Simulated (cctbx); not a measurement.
## Reading a Patterson map

Space group Immm (no. 71), a = 4.2650 Å, b = 7.2010 Å, c = 13.8310 Å, α = 90.00°, β = 90.00°, γ = 90.00°, content Yb6 Pd8 Ge4 Si4.

The data are simulated with cctbx, not measured: Mo Kα, λ = 0.71073 Å, to d = 0.8 Å, 70 % of the full sphere, strongest reflection 5000 counts, noise from counting, a 1.5 % proportional error and a noise floor of 2 counts (s.d.); no absorption, some extinction.

Patterson synthesis from sharpened amplitudes, origin scaled to 1000:

```text
Patterson group I m m m
      u       v       w   height  length (A)
  0.000   0.000   0.000   1000.0     0.00
  0.000   0.500   0.121    431.0     3.97
  0.000   0.193   0.196    227.6     3.05
  0.000   0.000   0.242    218.9     3.35
  0.000   0.298   0.321    212.1     4.93
  0.000   0.205   0.444    208.6     6.32
  0.000   0.335   0.379    136.5     5.78
  0.000   0.394   0.000    128.2     2.84
  0.000   0.170   0.500    121.6     7.02
  0.000   0.000   0.359    102.2     4.96
  0.000   0.500   0.183     93.1     4.40
  0.219   0.000   0.045     53.3     1.12
  0.247   0.075   0.000     48.8     1.18
  0.208   0.083   0.028     43.9     1.14
```

**Question.** Which atom pairs make the peaks, and where is the heaviest atom?

A peak at u stands for all pairs with xi − xj = u, with weight Σ ZiZj against Σ Z² = 51208 at the origin. Peak heights follow these weights only roughly, since form factors, motion and series ripples differ, all vectors within 0.55 Å of a peak are counted as merged into it though the farther ones add only part of their weight, and F(000) is left out, which lowers the whole map:

| u | v | w | shortest length (Å) | height | 1000 ΣZiZj/ΣZ² | pairs in the cell |
| --- | --- | --- | --- | --- | --- | --- |
| 0.000 | 0.500 | 0.121 | 3.97 | 431 | 459 | 4 × Yb–Yb, 4 × Yb–Si |
| 0.000 | 0.193 | 0.196 | 3.05 | 228 | 252 | 4 × Yb–Pd |
| 0.000 | 0.000 | 0.242 | 3.35 | 219 | 268 | 2 × Yb–Yb, 4 × Yb–Si |
| 0.000 | 0.298 | 0.321 | 3.58 | 212 | 252 | 4 × Yb–Pd |
| 0.000 | 0.205 | 0.444 | 3.11 | 209 | 252 | 4 × Yb–Pd |
| 0.000 | 0.335 | 0.379 | 2.96 | 136 | 175 | 4 × Yb–Ge |
| 0.000 | 0.394 | 0.000 | 2.84 | 128 | 205 | 4 × Pd–Pd, 2 × Ge–Ge |
| 0.000 | 0.170 | 0.500 | 3.19 | 122 | 175 | 4 × Yb–Ge |
| 0.000 | 0.000 | 0.359 | 4.62 | 102 | 165 | 4 × Pd–Pd |
| 0.000 | 0.500 | 0.183 | 4.40 | 93 | 230 | 8 × Pd–Ge |

The table stops at ten peaks or at a height of 45, below which ripples compete. In the model behind the data Yb, the heaviest element, has 2 independent sites: (0, 1/2, 0.8773) and (0, 0, 0), up to an allowed shift of origin; the Yb–Yb vectors are differences of these positions and their symmetry mates. The whole model:

```csv
atom,mult.,x,y,z,Ueq (Å²)
Yb1,4,0,1/2,0.8773,0.0038
Yb2,2,0,0,0,0.0067
Pd1,8,0,0.7008,0.6774,0.0057
Ge1,4,1/2,0.6742,0,0.0072
Si1,4,1/2,1/2,0.7199,0.0059
```

The model was made for the exercise: a known structure type with other elements put in, its volume estimated, not relaxed; displacement parameters are assumed.

[Logs are printed without paths, hosts, clocks, repeated set-up lines and the standing remarks that a program may print on its own settings, such as how far it seeks lower states.]
